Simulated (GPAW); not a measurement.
Computed O K edges (GPAW, LDA, excited-electron core hole (neutral cell), supercells with 6.0 to 6.6 Å between holes, Gaussian full width 0.9 eV up to 4 eV, rising linearly to 3.5 eV at 25 eV, without spin-orbit coupling) of these absorbers are given in random order:
A. BaPbO3 (I4/mcm): 2 Pb at 2.18 Å (linear, site symmetry 422)
B. PbO2 (Fm-3m): 4 Pb at 2.34 Å (tetrahedral, site symmetry -43m)

Energy from 523.1 eV of photon energy (total-energy differences, less 8.8 eV, the free-atom term for the hole's spin); mean of 1 over the first 20 eV. In the free atom LDA prices this hole about 4 eV below PBE, which is itself good to a few eV.

```
E (eV)  spectrum 1  spectrum 2
 -2.00        0.00        0.00
 -1.25        0.00        0.00
 -0.50        0.07        0.00
  0.25        0.85        0.26
  1.00        2.23        0.89
  1.75        0.61        0.89
  2.50        0.01        0.76
  3.25        0.00        0.39
  4.00        0.03        1.36
  4.75        0.42        2.35
  5.50        1.37        2.27
  6.25        1.72        1.55
  7.00        1.93        1.29
  7.75        2.59        1.41
  8.50        1.92        1.40
  9.25        1.02        1.33
 10.00        0.48        1.08
 10.75        0.24        0.70
 11.50        0.22        0.69
 12.25        0.28        0.88
 13.00        0.47        0.87
 13.75        0.77        0.77
 14.50        0.94        0.75
 15.25        1.01        0.77
 16.00        1.22        0.76
 16.75        1.48        0.68
 17.50        1.51        0.60
 18.25        1.34        0.58
 19.00        1.17        0.59
 19.75        1.09        0.61
 20.50        1.02        0.64
 21.25        0.87        0.68
 22.00        0.68        0.74
 22.75        0.55        0.82
 23.50        0.51        0.90
 24.25        0.52        0.99
 25.00        0.55        1.08
 25.75        0.57        1.19
 26.50        0.59        1.32
 27.25        0.67        1.42
 28.00        0.80        1.44
 28.75        0.96        1.38
 29.50        1.07        1.25
 30.25        1.09        1.12
 31.00        1.01        1.01
 31.75        0.88        0.93
```

Question: Which spectrum belongs to which crystal?

Spectrum 1 is B (rising edge 523.3 eV, maxima 1.0 eV (2.23) and 7.8 eV (2.59) above its zero). Spectrum 2 is A (rising edge 523.7 eV, maxima 0.6 eV (0.92), 4.2 eV (2.36) and 7.3 eV (1.42) above its zero). After the best relative shift (up to 4 eV allowed) the shapes differ by 60 % r.m.s. (of the curve's own r.m.s. level). Between 0 and 20 eV on the axis shown, they part most near 4.6 eV, where BaPbO3 (I4/mcm) is higher by 2.0. The rising edges span 0.4 eV, lowest for PbO2 (Fm-3m).

 Lifetime broadening is put in by hand, and intensities beyond about 20 eV depend on it. Meshes are coarse enough for small ripples in PbO2 (Fm-3m). No gap over 0.35 eV is found on the unit cell's mesh (right for a metal, a fault of the functional for a small-gap or correlated insulator) in BaPbO3 (I4/mcm) and PbO2 (Fm-3m). Some cells keep the holes under 6.5 Å apart, so shapes are probably not fully converged. BaPbO3 (I4/mcm) has several inequivalent sites of the absorber; only the listed one is shown, while a measurement adds them all. The structures are entries of the Materials Project (computed), used as given.

[Logs are printed without paths, hosts, clocks, repeated set-up lines and the standing remarks that a program may print on its own settings, such as how far it seeks lower states.]

[Hosts, paths, dates, database ids (printed as entryN), source tags and the programs' standing remarks are cut or masked in the printed files.]
